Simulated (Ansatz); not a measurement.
## A failed many-body run on BaTiO3 (P4mm)

Aim: the G0W0 gap of BaTiO3 (P4mm). The first input has a fault.

Program: Ansatz 0.2.0. Level of theory: G0W0 on r2SCAN, plane waves, PAW. Results are calculated unless marked as measured.

The database entry behind the starting cell differs from later determinations by our own check (c/a about 0.6 % short), so it need not match the best structure at ambient conditions.

## (1) The structure

Symmetry: P4mm, No. 99, tetragonal system. Conventional cell: a = 4.000 Å, b = 4.000 Å, c = 4.018 Å, α = 90.00°, β = 90.00°, γ = 90.00°. Nearest to Ba lie 12 O at 2.79 to 2.88 Å. Ti has 6 O at 1.89 to 2.13 Å nearest. Nearest to O lie 2 Ti at 1.89 to 2.13 Å and 4 Ba at 2.83 Å. O has 2 Ti at 2.00 Å and 4 Ba at 2.79 to 2.88 Å nearest. Farther neighbours and most contacts between anions are not listed.

The cell and positions come from the Crystallography Open Database and are kept as given unless a step says otherwise. Spin-orbit coupling is left out unless a step names it. The default PAW set here is soft_2. Its files were made with PBE.

## (2) First try

input.yaml

```yaml
crystal:
  lattice:
    - [3.9998, 0.0, 0.0]
    - [0.0, 3.9998, 0.0]
    - [0.0, 0.0, 4.018]
  atoms:
    - { symbol: Ba, position: [0.0, 0.0, 0.0] }
    - { symbol: Ti, position: [0.5, 0.5, 0.49] }
    - { symbol: O, position: [0.5, 0.5, 0.019] }
    - { symbol: O, position: [0.5, 0.0, 0.517] }
    - { symbol: O, position: [0.0, 0.5, 0.517] }
kpoints:
  mp_grid: { grid: [4, 4, 4] }
hamiltonian:
  xc: r2scan
scf:
  occupations: { method: fixed }
gw:
  n_empty_bands: 4
  ecut_chi: 40
  qp_bands: [v2, c2]
  qp_kpoints: band_edges
  screening: { model: contour_deformation }
```

Launch:

```sh
$ ansatz run input.yaml --threads 3 --pin off --max-ram 64512MiB --backend cuda --events-out ev --progress --plain --runs-dir out --devices 1 --max-vram 24GiB  # rebuilt from the run's record
```

Numbers of over 12 decimals in the logs are rounded to 6 here.

The program printed:

```text
GPUs: using 1 of 1 available (devices: 1).
Engine: ansatz 0.2.0, x86_64-unknown-linux-gnu
Pseudopotentials: kind: paw
Pseudopotential: Ba, paw, valence charge 10, recommended cutoff 500 eV (meta_gga), Ba.paw.azcp
Pseudopotential: Ti, paw, valence charge 12, recommended cutoff 500 eV (meta_gga), Ti.paw.azcp
Pseudopotential: O, paw, valence charge 6, recommended cutoff 500 eV (meta_gga), O.paw.azcp
Functional definition: r2SCAN
  parameter k0 = 0.174
  parameter k1 = 0.065
  parameter a1 = 4.9479
  exchange = r2scan_x(k0 = k0, k1 = k1, a1 = a1)
  correlation = r2scan_c
device memory: the entry about to start is reckoned to put 1.0 GiB on a device that reports 66.0 GiB free (of which the cap on the GPU budget leaves the run 24.0 GiB)
GPU FFT provider: cuFFT
GPU libraries: cuBLAS 13.8.2, cuFFT 12.4.0, cuSOLVER 12.3.4
Crystal: 5 atoms, lattice volume = 64.282 Å³
Basis set: ecut = 500 eV, 1647 PW (Γ), exchange–correlation on 120×120×120 points (64 copies of the dense FFT grid, shifted against one another)
Bands: 25, of which v1, the nominal top of the filled ones, is band 20 counted from 1 (19 counted from 0)
Symmetry: 8 space group operations
Space group: P4mm (ITA 99), of the structure as read, at distance tolerance 4.0e-5 Å
k-points: 18 of 64 (time reversal used)
Non-local potential: Ba, projectors of the file, l = 0: 3, l = 1: 2, l = 2: 2, l = 3: 2
Non-local potential: Ti, projectors of the file, l = 0: 3, l = 1: 2, l = 2: 3, l = 3: 1
Non-local potential: O, projectors of the file, l = 0: 2, l = 1: 2, l = 2: 1
PAW form: soft (Blöchl's): semilocal exchange-correlation on the pseudo side does not see the compensation charge
PAW frozen core: Ba, regenerated for the run's functional (the file was generated under x = pbe(κ = 0.804, μ = 0.219515), c = pbe(β = 0.066725))
PAW frozen core: Ti, regenerated for the run's functional (the file was generated under x = pbe(κ = 0.804, μ = 0.219515), c = pbe(β = 0.066725))
PAW frozen core: O, regenerated for the run's functional (the file was generated under x = pbe(κ = 0.804, μ = 0.219515), c = pbe(β = 0.066725))
PAW one-centre angular grid: Ba, 302 points (default); XC on 160 Gauss nodes
PAW one-centre angular grid: Ti, 590 points (default); XC on 160 Gauss nodes
PAW one-centre angular grid: O, 302 points (default); XC on 160 Gauss nodes
Initial density: superposition of atomic densities (neutral atoms: chi_scale 0, normalization atom), corrected by the library's trained network
Initial wavefunctions: pseudopotential atomic-orbital guess
GPU buffer pool allocated for 27000 grid points (all kernels)
GPU transforms: local potential and band sums: pruned to the plane-wave sphere, on 30×30×30
Functional: x = r2scan, c = r2scan; τ floored in thin density (d = 2e-4 eV/Å³)
SCF iter   1: F=—  HF=-10183.702819 eV  |F-HF|=—  |Δ(HF+E_count)|=         —  Δρ=2.18e-2  dr2=3.87e-1  dr2_τ=2.42e-1  ethr=1.77e-3  ⟨swp⟩=4.4  Hψ=1924  notcnv=0  defer=23
preconditioner: auto → Resta (q_TF=auto, 2.521 Å⁻¹)  ε∞=5.1  [insulator: Δε(μ)=2.699 eV  Ē_g=12.959 eV  n_scr=18 (ndim 8)  ℏωp=26.2 eV  f_vac=0.000  ε∞_Penn≈5.1]
SCF iter   2: F=—  HF=-10183.804969 eV  |F-HF|=—  |Δ(HF+E_count)|=   1.02e-1  Δρ=1.13e-2  dr2=5.07e-2  dr2_τ=2.10e-2  ethr=9.68e-4  ⟨swp⟩=3.4  Hψ=997  notcnv=0  defer=27
SCF iter   3: F=—  HF=-10183.798170 eV  |F-HF|=—  |Δ(HF+E_count)|=   6.80e-3  Δρ=3.65e-3  dr2=5.80e-3  dr2_τ=4.25e-4  ethr=1.27e-4  ⟨swp⟩=2.5  Hψ=659  notcnv=0  defer=46
SCF iter   4: F=—  HF=-10183.797408 eV  |F-HF|=—  |Δ(HF+E_count)|=   7.62e-4  Δρ=1.52e-3  dr2=1.08e-3  dr2_τ=1.68e-4  ethr=1.45e-5  ⟨swp⟩=2.4  Hψ=764  notcnv=0  defer=49
SCF iter   5: F=—  HF=-10183.797254 eV  |F-HF|=—  |Δ(HF+E_count)|=   1.54e-4  Δρ=3.39e-4  dr2=5.82e-5  dr2_τ=4.85e-6  ethr=2.69e-6  ⟨swp⟩=2.0  Hψ=633  notcnv=0  defer=51
[...]
eigenvalues of the whole cell's RPA ε∞ on this k-mesh (on a slab, of 1 + 4πα/V) = 3.5846, 4.0262, 4.0262; static W/v taken at q = 0 is 0.257838
  gw.qp_kpoints: band_edges: 12 of 18 stored k-points solved, in 1 pass; an edge of the gap read off the rows below is read off those points alone
    valence top: of the k-points left out ik 13 came nearest to being solved in a further pass, in band 20 (counted from 1, as in the quasiparticle table): it holds the edge there only if its correction is more favourable than any solved in that band by at least 0.452 eV; those differ by 0.103 eV
    conduction bottom: of the k-points left out ik 4 came nearest to being solved in a further pass, in band 21 (counted from 1, as in the quasiparticle table): it holds the edge there only if its correction is more favourable than any solved in that band by at least 0.795 eV; those differ by 0.145 eV
  `?` marks the rows in doubt; gw_qp.tsv's column doubts and the gw_qp event give each row's grounds
    ik  band        ε_KS         Σx   Σc(E_QP)       V_xc       Z   E_QP_lin       E_QP  E_QP is
     0    19      9.7373   -25.7846     4.0704   -21.5531  0.6906     9.5753     9.5762  root
     0    20      9.7373   -25.7846     4.0704   -21.5531  0.6906     9.5753     9.5762  root
     0    21     12.1707   -12.5249    -5.3359   -20.0190  0.7018    14.5272    14.3289  root ?
     0    22     12.3742   -12.9577    -5.1043   -20.2167  0.7018    14.7288    14.5289  root ?
     1    19      9.5023   -25.7349     4.2107   -21.3633  0.6849     9.3405     9.3414  root
     1    20      9.5023   -25.7349     4.2107   -21.3633  0.6849     9.3405     9.3414  root
     1    21     12.2296   -12.6390    -5.4275   -20.2352  0.6987    14.6017    14.3982  root ?
     1    22     13.1869   -13.9822    -5.4376   -21.5383  0.6794    15.5238    15.3053  root ?
     2    19      9.3014   -25.7694     4.3622   -21.2368  0.6806     9.1299     9.1310  root
     2    20      9.3014   -25.7694     4.3622   -21.2368  0.6806     9.1299     9.1310  root
     2    21     12.2905   -12.7637    -5.5249   -20.4691  0.6953    14.6787    14.4710  root ?
     2    22     13.9016   -14.5967    -6.0270   -22.7120  0.6540    16.2455    15.9899  root ?
     3    19      9.3537   -25.4207     4.0087   -21.2723  0.6843     9.2134     9.2141  root
     3    20      9.4387   -25.8019     4.2077   -21.4488  0.6850     9.2925     9.2933  root
     3    21     12.4221   -13.0254    -5.2152   -20.4064  0.6989    14.7933    14.5879  root ?
     3    22     13.0832   -13.9095    -5.4868   -21.4891  0.6783    15.3840    15.1758  root ?
     6    19      9.0635   -25.5330     4.1965   -21.1684  0.6791     8.8943     8.8954  root
     6    20      9.1576   -25.8326     4.3588   -21.3080  0.6792     8.9907     8.9918  root
     6    21     12.4783   -13.1066    -5.3448   -20.6322  0.6954    14.8698    14.6591  root ?
     6    22     13.8397   -14.5557    -6.0504   -22.6627  0.6525    16.1402    15.8963  root ?
     8    19      9.1237   -25.2778     4.4681   -20.5496  0.6633     8.8607     8.8637  root
     8    20      9.8618   -25.7850     4.4394   -21.0970  0.6760     9.6108     9.6132  root
     8    21     13.8706   -14.5530    -6.1499   -22.7617  0.6503    16.1764    15.9293  root ?
     8    22     13.9221   -14.5640    -6.1187   -22.7743  0.6523    16.2718    16.0137  root ?
     9    19      9.1014   -25.3825     4.2139   -21.0230  0.6792     8.9550     8.9558  root
     9    20      9.5197   -25.5259     4.3793   -20.9322  0.6720     9.3034     9.3052  root
     9    21     13.0290   -13.7084    -5.4620   -21.3599  0.6859    15.4519    15.2184  root ?
     9    22     13.2043   -14.1378    -5.5007   -21.7696  0.6772    15.5579    15.3354  root ?
[...]
15    20      9.9447   -25.8171     4.4851   -21.1134  0.6743     9.7243     9.7261  root
[...]
15    22     13.8936   -14.6036    -6.0723   -22.7638  0.6530    16.2342    15.9816  root ?
    16    19      9.3909   -25.3154     4.4553   -20.5924  0.6684     9.1202     9.1232  root
    16    20      9.9689   -25.8738     4.4826   -21.1773  0.6749     9.7533     9.7550  root
    16    21     14.1885   -14.5876    -6.2987   -22.9598  0.6445    16.5265    16.2620  root ?
    16    22     14.1885   -14.5876    -6.2987   -22.9598  0.6445    16.5265    16.2620  root ?
    17    19      9.9071   -25.8971     4.4376   -21.2205  0.6770     9.6659     9.6681  root
    17    20      9.9935   -25.9327     4.4806   -21.2429  0.6755     9.7827     9.7843  root
    17    21     14.5285   -14.6045    -6.6583   -23.3164  0.6315    16.8652    16.5822  root ?
    17    22     14.5285   -14.6045    -6.6583   -23.3164  0.6315    16.8652    16.5822  root ?
[key lines of the parts left out:]
SCF converged after 9 iterations
Free energy (F): -10183.797257 eV
Fermi energy:    9.993473 eV
```

It took 14 s on 1 × NVIDIA H100 80GB HBM3 (shared by 3 runs) with 3 threads of AMD EPYC 7R13 (Zen 3), shared host; peak memory 1.1 GiB; 17 s of CPU time.

**Diagnosis.**

The run ended normally, though the input holds a fault or crude settings.

The fault: four empty bands in G0W0. The sums over empty states are cut off almost at the gap, so screening and correlation are far from complete.

It printed a gap of 4.54 eV, which is an artefact of the settings.

## (3) A better input

Now the one-shot GW correction: screening in the RPA, then the self-energy of the levels asked for.

Changes to input.yaml since step 2:

```diff
@@ -18,4 +18,4 @@
 gw:
-  n_empty_bands: 4
-  ecut_chi: 40
+  n_empty_bands: 236
+  ecut_chi: 138
   qp_bands: [v2, c2]
```

The program printed:

```text
GPUs: using 1 of 1 available (devices: 1).
[...]
GPU FFT provider: cuFFT
GPU libraries: cuBLAS 13.8.2, cuFFT 12.4.0, cuSOLVER 12.3.4
Crystal: 5 atoms, lattice volume = 64.282 Å³
Basis set: ecut = 500 eV, 1647 PW (Γ), exchange–correlation on 120×120×120 points (64 copies of the dense FFT grid, shifted against one another)
Bands: 25, of which v1, the nominal top of the filled ones, is band 20 counted from 1 (19 counted from 0)
[... 1 set-up line as in the run before ...]
[...]
k-points: 18 of 64 (time reversal used)
[...]
GPU buffer pool allocated for 27000 grid points (all kernels)
[...]
SCF iter   1: F=—  HF=-10183.702819 eV  |F-HF|=—  |Δ(HF+E_count)|=         —  Δρ=2.18e-2  dr2=3.87e-1  dr2_τ=2.42e-1  ethr=1.77e-3  ⟨swp⟩=4.4  Hψ=1924  notcnv=0  defer=23
[...]
0    19      9.7373   -25.7846     4.1652   -21.5531  0.7341     9.6709     9.6710  root
     0    20      9.7373   -25.7846     4.1652   -21.5531  0.7341     9.6709     9.6710  root
     0    21     12.1707   -12.5249    -6.5131   -20.0190  0.7392    13.1700    13.1517  root
     0    22     12.3742   -12.9577    -6.2552   -20.2167  0.7383    13.3970    13.3779  root
     1    19      9.5023   -25.7349     4.2897   -21.3633  0.7318     9.4203     9.4204  root
     1    20      9.5023   -25.7349     4.2897   -21.3633  0.7318     9.4203     9.4204  root
     1    21     12.2296   -12.6390    -6.5973   -20.2352  0.7368    13.2478    13.2284  root
     1    22     13.1869   -13.9822    -6.4857   -21.5383  0.7192    14.2837    14.2572  root
[...]
17    19      9.9071   -25.8971     4.6176   -21.2205  0.7256     9.8480     9.8480  root
    17    20      9.9935   -25.9327     4.6432   -21.2429  0.7243     9.9469     9.9469  root
    17    21     14.5285   -14.6045    -7.6092   -23.3164  0.6789    15.6746    15.6312  root
    17    22     14.5285   -14.6045    -7.6092   -23.3164  0.6789    15.6746    15.6312  root
[key lines of the parts left out:]
SCF converged after 9 iterations
Free energy (F): -10183.797257 eV
Fermi energy:    9.993473 eV
```

The job ended after 9.8 s (1 × NVIDIA H100 80GB HBM3 (shared by 3 runs) with 3 threads; peak memory 1.5 GiB).

Numbers from this step:

* bands summed: 256
* RPA ε∞ on this mesh (eigenvalues): 5.455, 5.724, 5.724
* plane waves in the screening matrix: 251
* q-points in the mesh: 64
* G0W0 gap on the mesh: 3.205 eV
* k of the valence top: -0.5, -0.5, -0.5
* k of the conduction bottom: 0, 0, 0
* starting gap on the mesh: 2.177 eV
* Z at the valence top: 0.7243
* Z at the conduction bottom: 0.7392
* least direct G0W0 gap on the computed points: 3.481 eV

The gap on the mesh goes from 2.18 eV to 3.20 eV, a correction of +1.03 eV. Between the two edge states, bare exchange in place of the xc potential would open the gap by 12.18 eV, and correlation takes back 11.16 eV.

## (4) Summary of results

- first try: converged after 14 s
- better run: G0W0 gap on the mesh 3.20 eV (4×4×4 mesh, 236 empty bands, screening to 138 eV)

The second run differs in: empty bands and screening cutoff (eV). Bands and cutoff are finite, so the gap is not at the basis limit. The miss can reach some tenths of an eV and take either sign; the mesh is an error of its own. The 4×4×4 mesh is coarse for this cell (its supercell is 16 Å along the shortest edge). The RPA ε∞ on it, from the r2SCAN start, is 5.45 and 5.72; such meshes misread the long-range screening, most where the gap is narrow. The many-body steps are scalar-relativistic: spin-orbit coupling is not in them.

[Paths, hosts, dates, memory and timing lines, banners, echoed tables and standing remarks are left out of the program output.]

[Logs are printed without paths, hosts, clocks, repeated set-up lines and the standing remarks that a program may print on its own settings, such as how far it seeks lower states.]

[Runs of the session that timed out or met a known fault of the program may be left out.]

[Cells called generated may have been cut or substituted from an entry of the Crystallography Open Database or the Materials Project.]

[Hosts, paths, dates, database ids (printed as entryN), source tags and the programs' standing remarks are cut or masked in the printed files.]
